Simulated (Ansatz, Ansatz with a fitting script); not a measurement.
Planning a run of Ansatz 0.2.0 on LiHS (Ama2). The input:

```yaml
crystal:
  lattice:
    - [6.2578202374, 0.0, 0.0]
    - [0.0, 2.8552657275, 2.8026011503]
    - [0.0, -2.8552657275, 2.8026011503]
  atoms:
    - { symbol: Li, position: [0.5, 0.50166, 0.50166] }
    - { symbol: Li, position: [0.0, 0.50166, 0.50166] }
    - { symbol: H, position: [0.25, 0.13309, 0.98349] }
    - { symbol: H, position: [0.75, 0.98349, 0.13309] }
    - { symbol: S, position: [0.75, 0.99876, 0.47534] }
    - { symbol: S, position: [0.25, 0.47534, 0.99876] }
kpoints:
  mp_grid: { grid: [2, 3, 3] }
hamiltonian:
  xc: lda
  pseudopotentials: { kind: nc, xc_functional: pbe }
scf:
  occupations: { method: fixed }
  lower_state_search: "off"
  convergence: { dr2_threshold: 1.0e-09 }
output:
  rpa_energy:
    ecut_chi_ladder: [96, 112, 128, 144, 160]
    long_wavelength: optical_limit
    n_empty_bands: 460
basis:
  ecutwfc: 1034.032677
  xc_grid: 3
```

```sh
ansatz run input.yaml --threads 16 --pin off --max-ram 27648MiB --backend cpu --events-out ev --progress --plain --runs-dir out
```

**Question.** How long will it take on 16 threads of Arm Neoverse N1, shared host, and how much memory?

It took 91 s; on shared hardware allow 45 s to 3 min. Peak host memory was 7.6 GiB.

[Paths, hosts, dates, memory and timing lines, banners, echoed tables and standing remarks are left out of the program output.]

[Logs are printed without paths, hosts, clocks, repeated set-up lines and the standing remarks that a program may print on its own settings, such as how far it seeks lower states.]

[Runs of the session that timed out or met a known fault of the program may be left out.]

[Hosts, paths, dates, database ids (printed as entryN), source tags and the programs' standing remarks are cut or masked in the printed files.]
